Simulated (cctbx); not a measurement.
# Occupancies in CdCS3

Cell a = 5.8650 Å, b = 5.8650 Å, c = 9.7890 Å, α = 90.00°, β = 90.00°, γ = 120.00°; space group R-3m (no. 166); nominal formula CdCS3.

The data are simulated with cctbx, not measured: Mo Kα, λ = 0.71073 Å, to d = 0.7 Å, 70 % of the full sphere, strongest reflection 70000 counts, noise from counting, a 1.5 % proportional error and a noise floor of 8 counts (s.d.); no absorption.

With every site full:

```text
Rint 0.014, 129 unique reflections to 0.70 A
cycle     R1     wR2    GooF  max shift (A)
   1  0.1313  0.2792  31.196   0.00000
   2  0.0252  0.0645   7.208   0.00000
final R1 0.0253 wR2 0.0645 GooF 7.208  parameters 8  data/parameter 16.1
atom        x        y        z      Ueq    occ   su(xyz)  su(Uiso or U11)
Cd1    0.00000  0.00000  0.00000   0.0170  1.000  0.00000  0.0003
S1     0.16667  0.33333  0.83333   0.0375  1.000  0.00000  0.0008
C1     0.33333  0.66667  0.16667   0.0361  1.000  0.00000  0.0041
difference map: max 0.37 min -1.37 rms 0.22
Q1    0.0000  0.0000  0.0000    3    0.37  0.00 A from Cd1
Q2    0.0000  0.0000  0.1591    6    0.31  1.56 A from Cd1
Q3    0.0000  0.0000  0.4331    6    0.23  0.66 A from C1
Q4    0.0000  0.0000  0.3477    6    0.23  1.49 A from C1
Q5    0.0003  0.5002  0.1589   18    0.21  1.69 A from C1
Q6    0.0684  0.1367  0.8055   18    0.20  1.04 A from S1
```

With the occupancies of the suspect sites free, each still typed as its main element:

```text
Rint 0.014, 129 unique reflections to 0.70 A
cycle     R1     wR2    GooF  max shift (A)
   1  0.1593  0.3187  35.752   0.00000
   6  0.0037  0.0084   0.941   0.00000
final R1 0.0037 wR2 0.0084 GooF 0.939  parameters 9  data/parameter 14.3
atom        x        y        z      Ueq    occ   su(xyz)  su(Uiso or U11)
Cd1    0.00000  0.00000  0.00000   0.0171  1.000  0.00000  0.0000
S1     0.16667  0.33333  0.83333   0.0308  0.851  0.00000  0.0001
C1     0.33333  0.66667  0.16667   0.0366  1.000  0.00000  0.0005
su of occupancy S1: 0.001
difference map: max 0.10 min -0.11 rms 0.03
Q1    0.0000  0.0000  0.4100    6    0.11  0.88 A from C1
Q2    0.0842  0.1684  0.0365   18    0.10  0.93 A from Cd1
Q3    0.0000  0.0000  0.1605    6    0.10  1.57 A from Cd1
Q4    0.0613  0.1226  0.7998   18    0.09  1.12 A from S1
Q5    0.9842  0.1539  0.1406   36    0.06  0.96 A from S1
Q6    0.0350  0.2702  0.6389   36    0.06  2.00 A from S1
```

**Question.** What is the disorder?

X-rays count electrons. S1 refines to 0.851(0.001), or 13.6 electrons; the site truly holds 0.85 S, 13.6 electrons, which is 0.850 of S. A value under 1 can't tell vacancies from a lighter guest, and one over 1 needs a heavier guest; chemistry or a second radiation must settle which. Occupancy correlates with U and the scale, so the match is approximate.

Freeing them takes R1 from 0.0253 to 0.0037 and GooF from 7.21 to 0.94.

This is a model crystal, built by substitution and not relaxed, with assumed displacement parameters.

[Middle refinement cycles are left out of these outputs.]

[Logs are printed without paths, hosts, clocks, repeated set-up lines and the standing remarks that a program may print on its own settings, such as how far it seeks lower states.]
